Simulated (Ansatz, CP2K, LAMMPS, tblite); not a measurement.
# What went wrong? tblite on liquid dimethyl carbonate at 320 K (84 atoms)

Program: tblite 0.8.0, a calculation on a cell of 21 C, 21 O and 42 H, 11.6 Å³ an atom.

Input file run.py:

```python
import numpy as np
from ase.io import read
from tblite.ase import TBLite

atoms = read("structure.xyz")
atoms.calc = TBLite(method="GFN3-xTB", electronic_temperature=580, accuracy=1.0, max_iterations=250, mixer_damping=0.4, verbosity=1)
energy = atoms.get_potential_energy()
forces = atoms.get_forces()
print(f"energy {energy:.6f} eV")
print("forces (eV/A)")
for i, (a, f) in enumerate(zip(atoms, forces)):
    print(f"{i:4d} {a.symbol:2s} {f[0]:10.5f} {f[1]:10.5f} {f[2]:10.5f}")
print("charges (e)")
print(np.array2string(atoms.get_charges(), precision=4, suppress_small=True, max_line_width=110, threshold=100000))
```

Input file structure.xyz:

```xyz
84
Lattice="9.92798 0.00000 0.00000 0.00000 9.92798 0.00000 0.00000 0.00000 9.92798" Properties=species:S:1:pos:R:3 pbc="T T T"
C 0.97890 3.45067 1.61230
O 0.71829 3.43578 2.94960
C 9.58020 4.24957 3.32587
O 8.87968 4.81696 2.53054
O 9.57296 4.40266 4.66843
C 8.68559 5.49335 5.08332
H 0.86334 4.45161 1.14857
H 1.89555 2.96082 1.28776
H 0.18704 2.88378 1.09257
H 7.73648 5.29737 4.62445
[... 70 atom lines left out ...]
H 3.05752 9.91527 4.93351
H 9.87904 3.32865 8.22146
H 9.69567 1.73859 7.72635
H 9.37162 2.92488 6.49518
```

On the command line:

```bash
$ OMP_NUM_THREADS=1 python run.py > output.txt
```

What it wrote:

```text
tblite.exceptions.TBLiteValueError: Method 'GFN3-xTB' is not available for this calculator
```

The job ended after 0.69 s (1 thread of Arm Neoverse V1, shared host; peak memory 0.16 GiB).

Banners, paths, timers and routine set-up lines are dropped from the logs unmarked, and long logs keep their key lines alone; longer cuts are marked.

**Question.** Which part of the input is at fault, and how is it mended?

An unknown method: method GFN3-xTB. Mend: name a method that the program has, such as GFN1-xTB or GFN2-xTB.

The program stopped at the start.

[Also dropped from logs without a mark: logging warnings of Python, and SIESTA's first energy breakdown and zero terms.]

[Logs are printed without paths, hosts, clocks, repeated set-up lines and the standing remarks that a program may print on its own settings, such as how far it seeks lower states.]

[Hosts, paths, dates, database ids (printed as entryN), source tags and the programs' standing remarks are cut or masked in the printed files.]
